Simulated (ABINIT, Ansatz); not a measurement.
# Quasiparticle gap of ScHO2 (P6_3/mmc) in ABINIT, part 2 of 3

Wanted: ground state, empty states, screening and self-energy for ScHO2 (P6_3/mmc).

ABINIT 10.8.3; PBEsol and many-body steps on it, plane waves. Known limits of the many-body steps: not at the basis limit; coarse k mesh.

So far. Step 2 (Ground state): The gap is indirect, with the least direct gap 0.39 eV higher.

## 3. Bands along the symmetry lines

Level of this step: DFT, PBEsol, plane waves, norm-conserving pseudopotentials (ABINIT).

Levels along a band path, at the cheap level, show where the edges lie and whether the meshes to come will hold them.

File run.abi:

```
acell 3*1.0 Angstrom
rprim 
  3.233532062406 -0.000000000001 0.000000000000
  -1.616766031202 2.800320909996 0.000000000000
  0.000000000000 0.000000000000 9.062126000000
ntypat 3
znucl 21 1 8
natom 8
typat 1 1 2 2 3 3 3 3
xred 
  0.000000000000 0.000000000000 0.500000000000
  0.000000000000 0.000000000000 0.000000000000
  0.666666666667 0.333333333333 0.750000000000
  0.333333333333 0.666666666667 0.250000000000
  0.666666666667 0.333333333333 0.615588000000
  0.666666666667 0.333333333333 0.884412000000
  0.333333333333 0.666666666667 0.115588000000
  0.333333333333 0.666666666667 0.384412000000
pp_dirpath "pseudos"
pseudos "Sc.upf, H.upf, O.upf"
ecut 36
iscf -2
irdden 1
kptopt 0
nkpt 39
kpt 
  0.00000000 0.00000000 0.00000000
  0.12500000 0.00000000 0.00000000
  0.25000000 0.00000000 0.00000000
  0.37500000 0.00000000 0.00000000
  0.50000000 0.00000000 0.00000000
  0.45833333 0.08333333 0.00000000
  0.41666666 0.16666666 0.00000000
  0.37500000 0.25000000 0.00000000
  0.33333333 0.33333333 0.00000000
  0.25000000 0.25000000 0.00000000
  0.16666666 0.16666666 0.00000000
  0.08333333 0.08333333 0.00000000
  0.00000000 0.00000000 0.00000000
  0.00000000 0.00000000 0.12500000
  0.00000000 0.00000000 0.25000000
  0.00000000 0.00000000 0.37500000
  0.00000000 0.00000000 0.50000000
  0.12500000 0.00000000 0.50000000
  0.25000000 0.00000000 0.50000000
  0.37500000 0.00000000 0.50000000
  0.50000000 0.00000000 0.50000000
  0.45833333 0.08333333 0.50000000
  0.41666666 0.16666666 0.50000000
  0.37500000 0.25000000 0.50000000
  0.33333333 0.33333333 0.50000000
  0.25000000 0.25000000 0.50000000
  0.16666666 0.16666666 0.50000000
  0.08333333 0.08333333 0.50000000
  0.00000000 0.00000000 0.50000000
  0.50000000 0.00000000 0.50000000
  0.50000000 0.00000000 0.37500000
  0.50000000 0.00000000 0.25000000
  0.50000000 0.00000000 0.12500000
  0.50000000 0.00000000 0.00000000
  0.33333333 0.33333333 0.50000000
  0.33333333 0.33333333 0.37500000
  0.33333333 0.33333333 0.25000000
  0.33333333 0.33333333 0.12500000
  0.33333333 0.33333333 0.00000000
istwfk *1
nband 31
nbdbuf 2
tolwfr 1e-08
nstep 40
prtwf 0
prtvol 0
indata_prefix "in"
outdata_prefix "out"
tmpdata_prefix "tmp"
```

Run with:

```sh
OMP_NUM_THREADS=1 mpirun -n 4 abinit run.abi > log
```

Numbers of over 12 decimals in the logs are rounded to 6 here.

Log:

```text
.Version 10.8.3 of ABINIT. v10.8.2 released Aug 2026.

 Symmetries : space group P6_3/m m c (#194); Bravais hP (primitive hexag.)
[... echo of the input left out ...]
== DATASET  1 ==================================================================
-   mpi_nproc: 4, omp_nthreads: 1 (-1 if OMP is not activated)

--- !DatasetInfo
iteration_state: {dtset: 1, }
dimensions: {natom: 8, nkpt: 39, mband: 31, nsppol: 1, nspinor: 1, nspden: 1, mpw: 5747, }
cutoff_energies: {ecut:  36.0, pawecutdg:  -1.0, }
electrons: {nelect:   4.80000000E+01, charge:   0.00000000E+00, occopt:   1.00000000E+00, tsmear:   1.00000000E-02, }

 Real(R)+Recip(G) space primitive vectors, cartesian coordinates (Bohr,Bohr^-1):
 R(1)=  6.1104900  0.0000000  0.0000000  G(1)=  0.1636530  0.0944851  0.0000000
 R(2)= -3.0552450  5.2918396  0.0000000  G(2)=  0.0000000  0.1889702  0.0000000
 R(3)=  0.0000000  0.0000000 17.1249363  G(3)=  0.0000000  0.0000000  0.0583944
 Unit cell volume ucvol=  5.5374737E+02 bohr^3
 Angles (23,13,12)=  9.00000000E+01  9.00000000E+01  1.20000000E+02 degrees

 getcut: wavevector=  0.0000  0.0000  0.0000  ngfft=  36  36  96
         ecut(hartree)=     36.000   => boxcut(ratio)=   2.07552

--- Pseudopotential description ------------------------------------------------
- Sc Generated using ONCVPSP code by D. R. Hamann
- 21.00000  11.00000  180301                  znucl, zion, pspdat
12 -116133 2 -1 1642                          pspcod,pspxc,lmax,lloc,mmax
     nproj     2     2     2
  pspatm : epsatm=   13.58981452
         --- l  ekb(1:nproj) -->
             0   10.810997    0.948773
             1    2.871172    0.364831
             2   -4.789751   -1.321945
 pspatm: atomic psp has been read  and splines computed

- H Generated using ONCVPSP code by D. R. Hamann
-  1.00000   1.00000  180301                  znucl, zion, pspdat
12 -116133 1 -1 1180                          pspcod,pspxc,lmax,lloc,mmax
     nproj     2     1     0
  pspatm : epsatm=    0.35585368
         --- l  ekb(1:nproj) -->
[...]
1   -0.494138
 pspatm: atomic psp has been read  and splines computed

- O Generated using ONCVPSP code by D. R. Hamann
-  8.00000   6.00000  180301                  znucl, zion, pspdat
12 -116133 2 -1 936                           pspcod,pspxc,lmax,lloc,mmax
     nproj     2     2     1
  pspatm : epsatm=    6.22910120
         --- l  ekb(1:nproj) -->
[...]
2   -1.335834
 pspatm: atomic psp has been read  and splines computed

--------------------------------------------------------------------------------

================================================================================
 prteigrs : about to open file out_EIG
 Non-SCF case, kpt    1 (  0.00000  0.00000  0.00000), residuals and eigenvalues=
  7.65E-09  6.85E-09  2.07E-09  3.88E-09  2.33E-09  4.29E-09  2.35E-09  2.98E-09
[...]
2.8549E-01  3.0530E-01  3.0899E-01  3.0899E-01  3.2241E-01  3.2241E-01
  3.8465E-01

--- !ResultsGS
iteration_state: {dtset: 1, }
comment   : Summary of ground state results
lattice_vectors:
- [  6.1104900,  -0.0000000,   0.0000000, ]
- [ -3.0552450,   5.2918396,   0.0000000, ]
- [  0.0000000,   0.0000000,  17.1249363, ]
lattice_lengths: [   6.11049,    6.11049,   17.12494, ]
lattice_angles: [ 90.000,  90.000, 120.000, ] # degrees, (23, 13, 12)
lattice_volume:   5.5374737E+02
convergence: {deltae:  0.000E+00, res2:  0.000E+00, residm:  9.994E-09, diffor:  0.000E+00, }
etotal    :  -1.64193880E+02
entropy   :   0.00000000E+00
fermie    :   1.16128286E-01
cartesian_stress_tensor: null
pressure_GPa: null
xred      :
- [  0.0000E+00,   0.0000E+00,   5.0000E-01, Sc]
- [  0.0000E+00,   0.0000E+00,   5.5511E-17, Sc]
- [  6.6667E-01,   3.3333E-01,   7.5000E-01,  H]
- [  3.3333E-01,   6.6667E-01,   2.5000E-01,  H]
- [  6.6667E-01,   3.3333E-01,   6.1559E-01,  O]
- [  6.6667E-01,   3.3333E-01,   8.8441E-01,  O]
- [  3.3333E-01,   6.6667E-01,   1.1559E-01,  O]
- [  3.3333E-01,   6.6667E-01,   3.8441E-01,  O]
cartesian_forces: null
force_length_stats: {min: null, max: null, mean: null, }

 Integrated electronic density in atomic spheres:
 ------------------------------------------------
 Atom  Sphere_radius  Integrated_density
[...]
================================================================================

 ----iterations are completed or convergence reached----

 Mean square residual over all n,k,spin=   62.361E-10; max=  99.945E-10
 reduced coordinates (array xred) for    8 atoms
[...]
0.333333333333      0.666666666667      0.115588000000
       0.333333333333      0.666666666667      0.384412000000

 cartesian coordinates (angstrom) at end:
    1      0.000000     0.000000     4.531063
    2      0.000000     0.000000     0.000000
    3      1.616766     0.933440     6.796595
[...]
7      6.7e-13     1.866881     1.047473
    8      6.7e-13     1.866881     3.483590
 length scales=  1.889726125908  1.889726125908  1.889726125908 bohr
              =  1.000000000000  1.000000000000  1.000000000000 angstroms
 prteigrs : about to open file out_EIG
 Eigenvalues (hartree) for nkpt=  39  k points:
 kpt#   1, nband= 31, wtk=  1.00000, kpt=  0.0000  0.0000  0.0000 (reduced coord)
[...]
kpt#   2, nband= 31, wtk=  1.00000, kpt=  0.1250  0.0000  0.0000 (reduced coord)
[...]
kpt#   3, nband= 31, wtk=  1.00000, kpt=  0.2500  0.0000  0.0000 (reduced coord)
[...]
kpt#  38, nband= 31, wtk=  1.00000, kpt=  0.3333  0.3333  0.1250 (reduced coord)
[...]
0.28616    0.30444    0.30915    0.30915    0.32226    0.32226    0.38499
 kpt#  39, nband= 31, wtk=  1.00000, kpt=  0.3333  0.3333  0.0000 (reduced coord)
[...]
-0.49711   -0.49711   -0.45272   -0.45272   -0.07295   -0.07295    0.01745    0.01745
   0.01977    0.03354    0.03354    0.04606    0.06333    0.07946    0.07946    0.09375
   0.28549    0.30530    0.30899    0.30899    0.32241    0.32241    0.38465

== END DATASET(S) ==============================================================
================================================================================

 -outvars: echo values of variables after computation  --------
            nband          31
             nkpt          39
          spgroup         194
 [... the other variables as echoed above ...]

 Calculation completed.
```

Wall time 72 s (4 MPI ranks of Intel Xeon 6975P-C (Granite Rapids), shared host); peak memory 0.45 GiB.

This step gave:

```yaml
gap: 3.698 eV
k_of_the_valence_top: 0.25, 0, 0
k_of_the_conduction_bottom: 0.5, 0, 0
least_direct_gap: 4.087 eV
```

The gap is 3.698 eV, +0.006 eV from the run before at this level.

The electronic bands at the labelled points (eV, zero at the top of the highest filled band):

| point | band 21 | band 22 | band 23 | band 24 | band 25 | band 26 | band 27 | band 28 |
| --- | --- | --- | --- | --- | --- | --- | --- | --- |
| Γ | -0.54 | -0.13 | -0.09 | -0.09 | 4.58 | 4.78 | 4.78 | 4.86 |
| halfway | -1.06 | -0.99 | -0.53 | 0.00 | 4.17 | 4.76 | 5.12 | 5.43 |
| M | -1.25 | -1.03 | -0.78 | -0.44 | 3.70 | 4.59 | 5.52 | 5.70 |
| halfway | -1.28 | -1.26 | -0.96 | -0.48 | 4.12 | 4.89 | 5.35 | 5.60 |
| K | -1.43 | -0.99 | -0.99 | -0.60 | 4.61 | 5.15 | 5.25 | 5.25 |
| halfway | -1.29 | -1.04 | -0.81 | -0.03 | 4.50 | 4.70 | 5.03 | 5.24 |
| Γ | -0.54 | -0.13 | -0.09 | -0.09 | 4.58 | 4.78 | 4.78 | 4.86 |
| halfway | -0.47 | -0.44 | -0.15 | -0.15 | 4.70 | 4.80 | 4.80 | 4.85 |
| A | -0.30 | -0.30 | -0.30 | -0.30 | 4.82 | 4.82 | 4.82 | 4.82 |
| halfway | -0.75 | -0.75 | -0.74 | -0.74 | 4.46 | 4.46 | 5.38 | 5.38 |
| L | -0.96 | -0.96 | -0.96 | -0.96 | 4.16 | 4.16 | 5.60 | 5.60 |
| halfway | -1.23 | -1.23 | -0.89 | -0.89 | 4.50 | 4.50 | 5.45 | 5.45 |
| H | -1.07 | -1.07 | -0.91 | -0.91 | 4.87 | 4.87 | 5.29 | 5.29 |
| halfway | -0.99 | -0.99 | -0.72 | -0.72 | 4.77 | 4.77 | 4.96 | 4.96 |
| A | -0.30 | -0.30 | -0.30 | -0.30 | 4.82 | 4.82 | 4.82 | 4.82 |
| jump to L | -0.96 | -0.96 | -0.96 | -0.96 | 4.16 | 4.16 | 5.60 | 5.60 |
| halfway | -1.14 | -1.05 | -0.82 | -0.61 | 3.84 | 4.47 | 5.54 | 5.67 |
| M | -1.25 | -1.03 | -0.78 | -0.44 | 3.70 | 4.59 | 5.52 | 5.70 |
| jump to H | -1.07 | -1.07 | -0.91 | -0.91 | 4.87 | 4.87 | 5.29 | 5.29 |
| halfway | -1.22 | -1.03 | -1.03 | -0.69 | 4.69 | 5.07 | 5.27 | 5.27 |
| K | -1.43 | -0.99 | -0.99 | -0.60 | 4.61 | 5.15 | 5.25 | 5.25 |

## 4. Empty states on the mesh, 3×3×1 mesh, 70 bands

The sums over transitions need many empty states on a uniform mesh; this step solves for them.

File run.abi:

```
acell 3*1.0 Angstrom
rprim 
  3.233532062406 -0.000000000001 0.000000000000
  -1.616766031202 2.800320909996 0.000000000000
  0.000000000000 0.000000000000 9.062126000000
ntypat 3
znucl 21 1 8
natom 8
typat 1 1 2 2 3 3 3 3
xred 
  0.000000000000 0.000000000000 0.500000000000
  0.000000000000 0.000000000000 0.000000000000
  0.666666666667 0.333333333333 0.750000000000
  0.333333333333 0.666666666667 0.250000000000
  0.666666666667 0.333333333333 0.615588000000
  0.666666666667 0.333333333333 0.884412000000
  0.333333333333 0.666666666667 0.115588000000
  0.333333333333 0.666666666667 0.384412000000
pp_dirpath "pseudos"
pseudos "Sc.upf, H.upf, O.upf"
ecut 36
ngkpt 3 3 1
nshiftk 1
shiftk 0 0 0
kptopt 1
chksymbreak 0
iscf -2
irdden 1
istwfk *1
nband 70
nbdbuf 6
tolwfr 1e-09
nstep 60
prtvol 0
indata_prefix "in"
outdata_prefix "out"
tmpdata_prefix "tmp"
```

Log:

```text
.Version 10.8.3 of ABINIT. v10.8.2 released Aug 2026.

 Symmetries : space group P6_3/m m c (#194); Bravais hP (primitive hexag.)
[... echo of the input left out ...]
== DATASET  1 ==================================================================
-   mpi_nproc: 4, omp_nthreads: 1 (-1 if OMP is not activated)
-    --> not optimal distribution: autoparal keyword recommended in input file <--

--- !DatasetInfo
iteration_state: {dtset: 1, }
dimensions: {natom: 8, nkpt: 3, mband: 70, nsppol: 1, nspinor: 1, nspden: 1, mpw: 5730, }
cutoff_energies: {ecut:  36.0, pawecutdg:  -1.0, }
electrons: {nelect:   4.80000000E+01, charge:   0.00000000E+00, occopt:   1.00000000E+00, tsmear:   1.00000000E-02, }

 Real(R)+Recip(G) space primitive vectors, cartesian coordinates (Bohr,Bohr^-1):
 R(1)=  6.1104900  0.0000000  0.0000000  G(1)=  0.1636530  0.0944851  0.0000000
 R(2)= -3.0552450  5.2918396  0.0000000  G(2)=  0.0000000  0.1889702  0.0000000
 R(3)=  0.0000000  0.0000000 17.1249363  G(3)=  0.0000000  0.0000000  0.0583944
 Unit cell volume ucvol=  5.5374737E+02 bohr^3
 Angles (23,13,12)=  9.00000000E+01  9.00000000E+01  1.20000000E+02 degrees

 getcut: wavevector=  0.0000  0.0000  0.0000  ngfft=  36  36  96
         ecut(hartree)=     36.000   => boxcut(ratio)=   2.07552

--- Pseudopotential description ------------------------------------------------
- Sc Generated using ONCVPSP code by D. R. Hamann
- 21.00000  11.00000  180301                  znucl, zion, pspdat
12 -116133 2 -1 1642                          pspcod,pspxc,lmax,lloc,mmax
     nproj     2     2     2
  pspatm : epsatm=   13.58981452
         --- l  ekb(1:nproj) -->
             0   10.810997    0.948773
             1    2.871172    0.364831
             2   -4.789751   -1.321945
 pspatm: atomic psp has been read  and splines computed

- H Generated using ONCVPSP code by D. R. Hamann
-  1.00000   1.00000  180301                  znucl, zion, pspdat
12 -116133 1 -1 1180                          pspcod,pspxc,lmax,lloc,mmax
     nproj     2     1     0
  pspatm : epsatm=    0.35585368
         --- l  ekb(1:nproj) -->
[...]
1   -0.494138
 pspatm: atomic psp has been read  and splines computed

- O Generated using ONCVPSP code by D. R. Hamann
-  8.00000   6.00000  180301                  znucl, zion, pspdat
12 -116133 2 -1 936                           pspcod,pspxc,lmax,lloc,mmax
     nproj     2     2     1
  pspatm : epsatm=    6.22910120
         --- l  ekb(1:nproj) -->
[...]
2   -1.335834
 pspatm: atomic psp has been read  and splines computed

--------------------------------------------------------------------------------

================================================================================
 prteigrs : about to open file out_EIG
 Non-SCF case, kpt    1 (  0.00000  0.00000  0.00000), residuals and eigenvalues=
[...]
3.68E-10  7.57E-11  2.40E-10  8.95E-10  1.69E-10  1.77E-10  1.52E-10  2.80E-10
  6.34E-10  7.07E-10  5.84E-10  6.32E-10  7.42E-10  7.31E-10  1.32E-10  4.87E-10
[...]
7.38E-10  6.53E-10  2.60E-09  1.03E-06  4.10E-08  1.97E-07
 -1.6159E+00 -1.6159E+00 -8.3966E-01 -8.3895E-01 -8.2652E-01 -8.2652E-01
 -8.2651E-01 -8.2651E-01 -5.2451E-01 -4.9394E-01 -4.8272E-01 -4.4273E-01
[...]
1.1187E+00  1.1527E+00  1.1527E+00  1.1991E+00  1.1991E+00  1.2342E+00
  1.2654E+00  1.2769E+00  1.2872E+00  1.2872E+00
 prteigrs : prtvol=0 or 1, do not print more k-points.

--- !ResultsGS
iteration_state: {dtset: 1, }
comment   : Summary of ground state results
lattice_vectors:
- [  6.1104900,  -0.0000000,   0.0000000, ]
- [ -3.0552450,   5.2918396,   0.0000000, ]
- [  0.0000000,   0.0000000,  17.1249363, ]
lattice_lengths: [   6.11049,    6.11049,   17.12494, ]
lattice_angles: [ 90.000,  90.000, 120.000, ] # degrees, (23, 13, 12)
lattice_volume:   5.5374737E+02
convergence: {deltae:  0.000E+00, res2:  0.000E+00, residm:  9.961E-10, diffor:  0.000E+00, }
etotal    :  -1.64193880E+02
entropy   :   0.00000000E+00
fermie    :   1.16128286E-01
cartesian_stress_tensor: null
pressure_GPa: null
xred      :
- [  0.0000E+00,   0.0000E+00,   5.0000E-01, Sc]
- [  0.0000E+00,   0.0000E+00,   5.5511E-17, Sc]
- [  6.6667E-01,   3.3333E-01,   7.5000E-01,  H]
- [  3.3333E-01,   6.6667E-01,   2.5000E-01,  H]
- [  6.6667E-01,   3.3333E-01,   6.1559E-01,  O]
- [  6.6667E-01,   3.3333E-01,   8.8441E-01,  O]
- [  3.3333E-01,   6.6667E-01,   1.1559E-01,  O]
- [  3.3333E-01,   6.6667E-01,   3.8441E-01,  O]
cartesian_forces: null
force_length_stats: {min: null, max: null, mean: null, }

 Integrated electronic density in atomic spheres:
 ------------------------------------------------
 Atom  Sphere_radius  Integrated_density
[...]
================================================================================

 ----iterations are completed or convergence reached----

 Mean square residual over all n,k,spin=   49.879E-11; max=  99.612E-11
 reduced coordinates (array xred) for    8 atoms
[...]
0.333333333333      0.666666666667      0.115588000000
       0.333333333333      0.666666666667      0.384412000000

 cartesian coordinates (angstrom) at end:
    1      0.000000     0.000000     4.531063
    2      0.000000     0.000000     0.000000
[...]
7      6.7e-13     1.866881     1.047473
    8      6.7e-13     1.866881     3.483590
 length scales=  1.889726125908  1.889726125908  1.889726125908 bohr
              =  1.000000000000  1.000000000000  1.000000000000 angstroms
 prteigrs : about to open file out_EIG
 Eigenvalues (hartree) for nkpt=   3  k points:
 kpt#   1, nband= 70, wtk=  0.11111, kpt=  0.0000  0.0000  0.0000 (reduced coord)
[...]
0.89371    0.91240    0.92468    0.92468    0.92834    0.92834    0.93165    0.96748
   0.98377    0.98377    1.10361    1.11871    1.11871    1.15267    1.15267    1.19908
   1.19908    1.23415    1.26537    1.27689    1.28717    1.28717
 prteigrs : prtvol=0 or 1, do not print more k-points.

== END DATASET(S) ==============================================================
================================================================================

 -outvars: echo values of variables after computation  --------
            nband          70
             nkpt           3
          spgroup         194
 [... the other variables as echoed above ...]

 Calculation completed.
```

Elapsed: 13 s, on 4 MPI ranks; peak memory 0.37 GiB; 52 s of CPU time.

Numbers from this step:

| Quantity | Value |
| --- | --- |
| gap | 4.026 eV |
| k of the valence top | 0, 0, 0 |
| k of the conduction bottom | 0.3333, 0, 0 |
| least direct gap | 4.082 eV |
| k points computed | 3 |
| lowest point of the top converged band, above the valence top | 29.56 eV |

On this mesh the gap is 4.026 eV. The earlier step found 3.692 eV, so this mesh misses an edge.

(Continued in part 3 of 3.)

[Paths, hosts, dates, memory and timing lines, banners, echoed tables and standing remarks are left out of the program output.]

[Logs are printed without paths, hosts, clocks, repeated set-up lines and the standing remarks that a program may print on its own settings, such as how far it seeks lower states.]

[Runs of the session that timed out or met a known fault of the program may be left out.]

[Hosts, paths, dates, database ids (printed as entryN), source tags and the programs' standing remarks are cut or masked in the printed files.]

[G0W0 gaps are taken among the corrected bands and points alone; a level outside them can change the order at an edge.]

[Where Ansatz stands beside ABINIT at settings called matched, ABINIT's density can come from a denser mesh and the files from another edition; pairs whose starting gaps differed by over 0.03 eV were left out, so agreement reads better than it is.]
